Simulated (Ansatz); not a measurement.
## (KCl)2(PbTe)1 [001] superlattice, started as rocksalt type: phonons and vibrational spectra

The cell of (KCl)2(PbTe)1 [001] superlattice, started as rocksalt type is at rest. What are its phonons?

Program: Ansatz 0.2.0. Level of theory: DFT PBE, scalar-relativistic, plane waves, PAW. Results are calculated unless marked as measured.

The structure was built from a prototype and need not be the compound's stable phase.

### Step 1. The starting structure

It takes space group I4/mmm (No. 139, tetragonal). Conventional cell: a = 4.567 Å, b = 4.567 Å, c = 19.704 Å, α = 90.00°, β = 90.00°, γ = 90.00°. Cl has 5 K at 3.20 to 3.23 Å and 1 Pb at 3.24 Å nearest. Nearest to K lie 5 Cl at 3.20 to 3.23 Å and 1 Te at 3.41 Å. Nearest to Pb lie 4 Te at 3.23 Å and 2 Cl at 3.24 Å. Nearest to Te lie 4 Pb at 3.23 Å and 2 K at 3.41 Å. Farther neighbours and most contacts between anions are not listed.

### Step 2. Linear response at the zone centre

The cell comes from relaxations at this level that are not shown. The zone centre is the only wavevector solved here; it holds the modes that light can see, as far as symmetry allows. The response to a homogeneous field gives the Born charges and the dielectric tensor, and its change with displacement the Raman tensors.

input.yaml reads:

```yaml
crystal:
  lattice:
    - [3.2290660069, 3.2290660069, 0.0]
    - [-3.2290660069, 3.2290660069, 0.0]
    - [3.2290660069, 0.0, 9.8519650043]
  atoms:
    - { symbol: Cl, position: [0.5021222928, 0.4978777072, -0.0042445857] }
    - { symbol: Cl, position: [0.8312110405, 0.1687889595, 0.337577919] }
    - { symbol: K, position: [-0.00617336, 0.00617336, 0.01234672] }
    - { symbol: K, position: [0.3395066933, 0.6604933067, 0.3209866133] }
    - { symbol: Pb, position: [0.6666666667, 0.3333333333, 0.6666666667] }
    - { symbol: Te, position: [0.1666666667, 0.8333333333, 0.6666666667] }
kpoints:
  mp_grid: { grid: [8, 8, 8] }
hamiltonian:
  xc: pbe
scf:
  occupations: { method: fixed }
output:
  eigenvalues: true
phonons:
  method: dfpt
  dielectric: true
  rigid_motions: translations
  raman: true
```

The run is started by

```bash
> ansatz run input.yaml --threads 8 --pin off --max-ram 14336MiB --backend cpu --events-out ev --progress --plain --runs-dir out
```

Numbers of over 12 decimals in the logs are rounded to 6 here.

Output:

```text
Warning: crystal.symmetry: narrowed to the stabiliser of the run's FFT grids — unitary ops 16 → 4. A phonons.method: dfpt run fills in the rows of the dynamical matrix that it does not solve by its symmetry operations, which is exact only for operations that map its FFT grids onto themselves: filled in by any other, the frequencies could depend on the order in which like atoms are typed, or, by more than the grids' own error, on where the crystal sits among the grids' points. Excluded: 12 operations. The run can therefore solve more perturbations, solve them on more k-points, or both, and cost more. [rest of the remark cut]
Engine: ansatz 0.2.0, x86_64-unknown-linux-gnu
Pseudopotentials: kind: paw
Pseudopotential: Cl, paw, valence charge 7, recommended cutoff 420 eV (normal), Cl.paw.azcp
Pseudopotential: K, paw, valence charge 9, recommended cutoff 420 eV (normal), K.paw.azcp
Pseudopotential: Pb, paw, valence charge 14, recommended cutoff 420 eV (normal), Pb.paw.azcp
Pseudopotential: Te, paw, valence charge 16, recommended cutoff 420 eV (normal), Te.paw.azcp
Functional definition: PBE
  parameter kappa = 0.804
  parameter beta = 0.066725
  exchange = pbe_x(kappa = kappa, mu = beta*pi^2/3)
  correlation = pbe_c(beta = beta)
Crystal: 6 atoms, lattice volume = 205.450 Å³
Basis set: ecut = 420 eV, 4065 PW (Γ), exchange–correlation on 72×72×144 points (8 copies of the dense FFT grid, shifted against one another)
Bands: 38, of which v1, the nominal top of the filled ones, is band 31 counted from 1 (30 counted from 0)
Symmetry: 16 space group operations
k-points: 260 of 512 (irreducible under 1 space group operation, time reversal used)
Non-local potential: Cl, projectors of the file, l = 0: 2, l = 1: 2, l = 2: 2
Non-local potential: K, projectors of the file, l = 0: 3, l = 1: 2, l = 2: 2
Non-local potential: Pb, projectors of the file, l = 0: 2, l = 1: 2, l = 2: 2, l = 3: 2
Non-local potential: Te, projectors of the file, l = 0: 2, l = 1: 2, l = 2: 2, l = 3: 2
PAW form: soft (Blöchl's): semilocal exchange-correlation on the pseudo side does not see the compensation charge
PAW one-centre angular grid: Cl, 110 points (default); XC on 64 Gauss nodes
PAW one-centre angular grid: K, 110 points (default); XC on 64 Gauss nodes
PAW one-centre angular grid: Pb, 590 points (default); XC on 64 Gauss nodes
PAW one-centre angular grid: Te, 590 points (default); XC on 64 Gauss nodes
Initial density: superposition of atomic densities (neutral atoms: chi_scale 0, normalization atom), corrected by the library's trained network
Initial wavefunctions: pseudopotential atomic-orbital guess
Functional: x = pbe(κ = 0.804, μ = 0.219515), c = pbe(β = 0.066725)
SCF iter   1: F=—  HF=-24129.134765 eV  |F-HF|=—  |Δ(HF+E_count)|=         —  Δρ=1.34e-3  dr2=2.93e-2  ethr=1.77e-3  ⟨swp⟩=5.1  Hψ=37739  notcnv=0  defer=1147
preconditioner: auto → Resta (q_TF=auto, 2.234 Å⁻¹)  ε∞=2.7  [insulator: Δε(μ)=1.174 eV  Ē_g=13.948 eV  n_scr=42 (ndim 8)  ℏωp=17.9 eV  f_vac=0.098  ε∞_Penn≈2.7]
SCF iter   2: F=—  HF=-24129.126342 eV  |F-HF|=—  |Δ(HF+E_count)|=   8.42e-3  Δρ=5.63e-4  dr2=4.48e-3  ethr=4.72e-5  ⟨swp⟩=3.1  Hψ=15202  notcnv=0  defer=1299
SCF iter   3: F=—  HF=-24129.124964 eV  |F-HF|=—  |Δ(HF+E_count)|=   1.38e-3  Δρ=2.23e-4  dr2=4.43e-4  ethr=7.23e-6  ⟨swp⟩=3.2  Hψ=12639  notcnv=0  defer=1299
SCF iter   4: F=—  HF=-24129.124885 eV  |F-HF|=—  |Δ(HF+E_count)|=   7.86e-5  Δρ=9.33e-5  dr2=2.59e-5  ethr=7.14e-7  ⟨swp⟩=2.1  Hψ=12786  notcnv=0  defer=1299
SCF iter   5: F=—  HF=-24129.124896 eV  |F-HF|=—  |Δ(HF+E_count)|=   1.09e-5  Δρ=2.94e-5  dr2=2.93e-6  ethr=4.17e-8  ⟨swp⟩=2.0  Hψ=17322  notcnv=0  defer=1226
SCF iter   6: F=—  HF=-24129.125041 eV  |F-HF|=—  |Δ(HF+E_count)|=   1.45e-4  Δρ=7.20e-6  dr2=1.53e-7  ethr=4.72e-9  ⟨swp⟩=2.0  Hψ=17834  notcnv=0  defer=906
[...]
0.00000   -1.13300   -0.00000
         0.00000   -0.00000   -1.76322
    site 1:
        -1.13300   -0.00000   -0.00000
         0.00000   -1.13300   -0.00000
         0.00000   -0.00000   -1.76322
    site 2:
         1.05830   -0.00000   -0.00000
        -0.00000    1.05830   -0.00000
         0.00000   -0.00000    1.30501
    site 3:
         1.05830   -0.00000   -0.00000
        -0.00000    1.05830   -0.00000
        -0.00000    0.00000    1.30501
    site 4:
         7.05345    0.00000    0.00000
        -0.00000    7.05345    0.00000
        -0.00000    0.00000    1.69719
    site 5:
        -6.90406    0.00000   -0.00000
         0.00000   -6.90406   -0.00000
         0.00000   -0.00000   -0.78077
  Z* charge neutrality: 1.481e-2 e pre-enforcement
  solved inside a basis spanned on kpoints, on 12×12×8 k-points transformed towards the longest dipole: ε∞ is read to err by 7.8e-2, Z* by 6.7e-2 e (field_mesh: kpoints solves on kpoints); Z* is corrected for what the basis lacks
  Raman tensors (in the event stream and the table raman_tensors.tsv): an entry may err by 8.4e-1 Å², one of the second-order susceptibility by 1.7e-17 pm/V (basis, points and sum rule); their sum over the sites missed zero by 3.553e-15 Å² ahead of its enforcement
  optical modes at Γ without the LO–TO term, one row a degenerate level:
      ω (cm⁻¹)  modes    IR ((D/Å)²/amu)  static Raman (Å⁴/amu)  depolarisation
        -16.22      2            28.5573                 0.0000               —
         27.92      1             1.8595                 0.0000               —
         37.48      2             0.0074                 0.0000               —
         51.80      2             0.0000                 0.9163           0.750
         81.29      1             1.0045                 0.0000               —
        115.39      2             5.7362                 0.0000               —
        117.41      2             0.0000                 0.7513           0.750
        119.65      1             0.0000               551.9564           0.113
        132.46      1             3.6234                 0.0000               —
        141.68      1             0.0000                 4.7259           0.121
  optical modes at Γ + LO–TO along q̂ = [1.0000, 0.0000, 0.0000]:
      ω (cm⁻¹)  modes    IR ((D/Å)²/amu)  static Raman (Å⁴/amu)  depolarisation
        -16.22      1            14.2786                 0.0000               —
         27.92      1             1.8595                 0.0000               —
         37.47      1             0.0001                 0.0000               —
         37.48      1             0.0037                 0.0000               —
         51.80      2             0.0000                 0.9163           0.750
         81.29      1             1.0045                 0.0000               —
         89.96      1             4.3455                 0.0000               —
        115.39      1             2.8681                 0.0000               —
        117.41      2             0.0000                 0.7513           0.750
        119.65      1             0.0000               551.9564           0.113
        132.46      1             3.6234                 0.0000               —
[...]
141.68      1             0.0000                 4.7259           0.121
  optical modes at Γ + LO–TO along q̂ = [0.0000, 1.0000, 0.0000]:
      ω (cm⁻¹)  modes    IR ((D/Å)²/amu)  static Raman (Å⁴/amu)  depolarisation
[...]
51.80      2             0.0000                 0.9163           0.750
[...]
117.41      2             0.0000                 0.7513           0.750
        119.65      1             0.0000               551.9564           0.113
[...]
141.68      1             0.0000                 4.7259           0.121
  optical modes at Γ + LO–TO along q̂ = [0.0000, 0.0000, 1.0000]:
      ω (cm⁻¹)  modes    IR ((D/Å)²/amu)  static Raman (Å⁴/amu)  depolarisation
[...]
37.48      2             0.0074                 0.0000               —
         51.80      2             0.0000                 0.9163           0.750
         54.72      1             0.2069                 0.0000               —
         93.14      1             0.3150                 0.0000               —
        115.39      2             5.7362                 0.0000               —
        117.41      2             0.0000                 0.7513           0.750
        119.65      1             0.0000               551.9564           0.113
        141.68      1             0.0000                 4.7259           0.121
        184.38      1             5.9655                 0.0000               —
[key lines of the parts left out:]
SCF converged after 9 iterations
Free energy (F): -24129.125041 eV
Fermi energy:    4.861213 eV
```

It took 26 min on 8 threads of Intel Xeon Platinum 8488C (Sapphire Rapids), shared host; peak memory 8.6 GiB; 2.8 h of CPU time.

Numbers from this step:

* gap on the k-mesh: 1.187 eV
* volume per atom: 34.24 Å³
* sum-rule residual before enforcement: 1.57e-4 eV/Å²
* miss of the charge sum rule: 0.01481 e
* estimated error of the dielectric tensor: 0.07784
* estimated error of the Born charges: 0.06742 e
* point group: 4/mmm
* highest optical mode at the zone centre (no LO-TO term): 141.7 cm⁻¹
* lowest optical zone-centre mode: -16.22 cm⁻¹
* mean high-frequency dielectric constant: 9.113
* largest Born charge (third of the trace): 5.268 e
* top of the zone-centre spectrum with the field: 184.4 cm⁻¹

Without the LO-TO term. Patterns of degenerate modes are one choice out of their space. The modes at Γ (shares of kinetic energy by element, %) (negative means imaginary):

```tsv
mode	frequency (cm⁻¹)	symmetry	Cl %	K %	Pb %	Te %
1	-16.2	Eu	0	0	36	64
2	-16.2	Eu	0	0	36	64
3	0.0	acoustic	15	16	43	26
4	0.0	acoustic	15	16	43	26
5	0.0	acoustic	15	16	43	26
6	27.9	A2u	36	6	51	8
7	37.5	Eu	25	44	21	10
8	37.5	Eu	25	44	21	10
9	51.8	Eg	41	59	0	0
10	51.8	Eg	41	59	0	0
11	81.3	A2u	41	0	5	53
12	115.4	Eu	60	40	0	0
13	115.4	Eu	60	40	0	0
14	117.4	Eg	59	41	0	0
15	117.4	Eg	59	41	0	0
16	119.7	A1g	63	37	0	0
17	132.5	A2u	8	78	1	13
18	141.7	A1g	37	63	0	0
```

Displacements in mode 2 (-16.2 cm⁻¹), the largest set to 1:
```
Cl1  0.00 -0.02  0.00
Cl2  0.00 -0.02  0.00
K3   0.00 -0.05  0.00
K4   0.00 -0.05  0.00
Pb5  0.00 -0.59  0.00
Te6 -0.01  1.00  0.00
```

Displacements in mode 12 (115.4 cm⁻¹), the largest set to 1:
```
Cl1  0.00  1.00  0.00
Cl2  0.00  1.00  0.00
K3   0.00 -0.77  0.00
K4   0.00 -0.77  0.00
Pb5  0.00 -0.03  0.00
Te6  0.00 -0.04  0.00
```

Optical modes at the zone centre, without and with the macroscopic field of the longitudinal modes; each column is sorted by frequency, so a row need not hold one and the same mode. Modes with and without the field, by row:

```tsv
rank among optical modes	no field (cm⁻¹)	q along (1, 0, 0) (cm⁻¹)	q along (0, 0, 1) (cm⁻¹)
1	-16.2	-16.2	-16.2
2	-16.2	27.9	-16.2
3	27.9	37.5	37.5
4	37.5	37.5	37.5
5	37.5	51.8	51.8
6	51.8	51.8	51.8
7	51.8	81.3	54.7
8	81.3	90	93.1
9	115.4	115.4	115.4
10	115.4	117.4	115.4
11	117.4	117.4	117.4
12	117.4	119.7	117.4
13	119.7	132.5	119.7
14	132.5	140.5	141.7
15	141.7	141.7	184.4
```

Born charge (rows field, columns displacement) (e), principal values of the symmetric part by kind of site:

```tsv
atom	atoms with these values	low	middle	high	mean
Cl1	2	-1.76	-1.13	-1.13	-1.34
K3	2	1.06	1.06	1.30	1.14
Pb5	1	1.70	7.05	7.05	5.27
Te6	1	-6.90	-6.90	-0.78	-4.86
```

In full for Cl1:

```
-1.13  0.00  0.00
 0.00 -1.13  0.00
 0.00  0.00 -1.76
```

High-frequency dielectric tensor:

```
12.04  0.00  0.00
 0.00 12.04  0.00
 0.00  0.00  3.25
```

Transverse modes; imaginary modes are left out. Lines of the infrared spectrum (strongest = 100):

```tsv
position (cm⁻¹)	label	relative intensity
28	A2u	32
38	Eu	0.1
52	Eg	0.0
81	A2u	18
115	Eu	100
117	Eg	0.0
120	A1g	0.0
132	A2u	63
142	A1g	0.0
```

Activity x (w_L - w)^4 (n + 1)/w, 532 nm, 300 K; imaginary modes are left out; the tensors are static ones, while 532 nm light lies above the computed direct gap, where resonance would change the heights; modes without the macroscopic field alone. Lines of the Raman spectrum (strongest = 100):

```tsv
position (cm⁻¹)	label	relative intensity
28	A2u	0.0
38	Eu	0.0
52	Eg	0.8
81	A2u	0.0
115	Eu	0.0
117	Eg	0.1
120	A1g	100
132	A2u	0.0
142	A1g	0.6
```

Before it was imposed, the acoustic sum rule was missed by 1.6e-4 eV/Å² and the charge sum rule by 0.015 e. Small misses are needed for a sound result but don't prove that mesh and cutoff are converged. The lowest optical mode is imaginary, 16.2i cm⁻¹, so the energy falls along it.

The log warns of the k mesh: “the force constants stand on the 8×8×8 k-mesh, whose period is 8.72 times the interband length at k = (0.0000, -0.5000, 0.0000), direct gap 1.187 eV, under 14: take them and everything formed from them as unconverged”.

### Step 3. Isotope substitution, element Cl, natural mass 35.45 amu

An isotope changes the mass and not the force constants, so no new electronic calculation is needed; the shifts show which modes move this element.

The same force constants with the mass of Cl changed from 35.450 to 36.966 u (phonopy, no LO-TO term). Both lists are sorted by frequency; levels can cross, so a row need not hold one and the same mode. Modes under 3 cm⁻¹ are left out. Isotope shifts, by row:

```tsv
q	rank	natural mass (cm⁻¹)	changed mass (cm⁻¹)
0 0 0	1	-16.22	-16.22
0 0 0	2	-16.22	-16.22
0 0 0	6	27.92	27.71
0 0 0	7	37.48	37.28
0 0 0	8	37.48	37.28
0 0 0	9	51.8	51.35
0 0 0	10	51.8	51.35
0 0 0	11	81.29	80.6
0 0 0	12	115.4	114
0 0 0	13	115.4	114
0 0 0	14	117.4	116
0 0 0	15	117.4	116
0 0 0	16	119.7	118
0 0 0	17	132.5	132.2
0 0 0	18	141.7	140.7
```

A mode of this element alone would shift by -2.07 %. The highest zone-centre frequency without the field goes from 141.7 to 140.7 cm⁻¹ (-0.7 %).

### Step 4. Isotope substitution, element K, natural mass 39.0983 amu

The same for K, from 39.10 to 40.96 u.

The same force constants with the mass of K changed from 39.098 to 40.962 u (phonopy, no LO-TO term). Both lists are sorted by frequency; levels can cross, so a row need not hold one and the same mode. Modes under 3 cm⁻¹ are left out. Isotope shifts, by row:

```tsv
q	rank	natural mass (cm⁻¹)	changed mass (cm⁻¹)
0 0 0	1	-16.22	-16.22
0 0 0	2	-16.22	-16.22
0 0 0	6	27.92	27.88
0 0 0	7	37.48	37.09
0 0 0	8	37.48	37.09
0 0 0	9	51.8	51.08
0 0 0	10	51.8	51.08
0 0 0	11	81.29	81.29
0 0 0	12	115.4	114.3
0 0 0	13	115.4	114.3
0 0 0	14	117.4	116.3
0 0 0	15	117.4	116.3
0 0 0	16	119.7	118.5
0 0 0	17	132.5	130.1
0 0 0	18	141.7	139.7
```

A mode of this element alone would shift by -2.30 %. The highest zone-centre frequency without the field goes from 141.7 to 139.7 cm⁻¹ (-1.4 %).

### Step 5. Another isotope, element Pb, natural mass 207.2 amu

The same for Pb, from 207.20 to 203.97 u.

The same force constants with the mass of Pb changed from 207.200 to 203.973 u (phonopy, no LO-TO term). Both lists are sorted by frequency; levels can cross, so a row need not hold one and the same mode. Modes under 3 cm⁻¹ are left out. Isotope shifts, by row:

```tsv
q	rank	natural mass (cm⁻¹)	changed mass (cm⁻¹)
0 0 0	1	-16.22	-16.26
0 0 0	2	-16.22	-16.26
0 0 0	6	27.92	28.03
0 0 0	7	37.48	37.54
0 0 0	8	37.48	37.54
0 0 0	9	51.8	51.8
0 0 0	10	51.8	51.8
0 0 0	11	81.29	81.33
0 0 0	12	115.4	115.4
0 0 0	13	115.4	115.4
0 0 0	14	117.4	117.4
0 0 0	15	117.4	117.4
0 0 0	16	119.7	119.7
0 0 0	17	132.5	132.5
0 0 0	18	141.7	141.7
```

A mode of this element alone would shift by +0.79 %. The highest zone-centre frequency without the field goes from 141.7 to 141.7 cm⁻¹ (+0.0 %).

### Step 6. Another isotope, element Te, natural mass 127.6 amu

The same for Te, from 127.60 to 129.91 u.

A mode of this element alone would shift by -0.89 %. The highest zone-centre frequency without the field goes from 141.7 to 141.7 cm⁻¹ (+0.0 %).

### Step 7. What came out

| Item | Value |
| --- | --- |
| space group (within 0.01 Å) | I4/mmm |
| volume per atom | 34.2 Å³ |
| gap on the k-mesh | 1.19 eV |
| highest optical mode at the zone centre (no LO-TO term) | 142 cm⁻¹ |
| top of the zone-centre spectrum with the field | 184 cm⁻¹ |
| lowest optical zone-centre mode | -16.2 cm⁻¹ |
| mean high-frequency dielectric constant | 9.11 |
| largest Born charge (third of the trace) | 5.27 e |
| imaginary modes at Γ (the only wavevector solved) | yes |

In words: A zone-centre mode is imaginary (16.2i cm⁻¹), so this structure is not a minimum of the energy. Without the field, the optical modes at Γ span -16 to 142 cm⁻¹ (negative means imaginary). No dispersion was computed. With the macroscopic field of the longitudinal modes the top of the zone-centre spectrum lies at 184 cm⁻¹, against 142 cm⁻¹ without it. Among the real modes, the strongest infrared line is at 115 cm⁻¹. Averaged over orientations, the strongest Raman line at 532 nm and 300 K is at 120 cm⁻¹. The tensors are the static, non-resonant ones, while 532 nm light (2.33 eV) lies above the computed gap. With the field response the log warns that the k mesh is coarse for the force constants too, so the frequencies may not be converged. Spin-orbit coupling is left out, which can matter for the heavy elements here. The starting cell was built on a prototype and not taken from a measurement, so the phase need not exist. These are harmonic frequencies at zero temperature: anharmonic shifts, linewidths and thermal expansion are left out.

[Logs are printed without paths, hosts, clocks, repeated set-up lines and the standing remarks that a program may print on its own settings, such as how far it seeks lower states.]

[Hosts, paths, dates, database ids (printed as entryN), source tags and the programs' standing remarks are cut or masked in the printed files.]
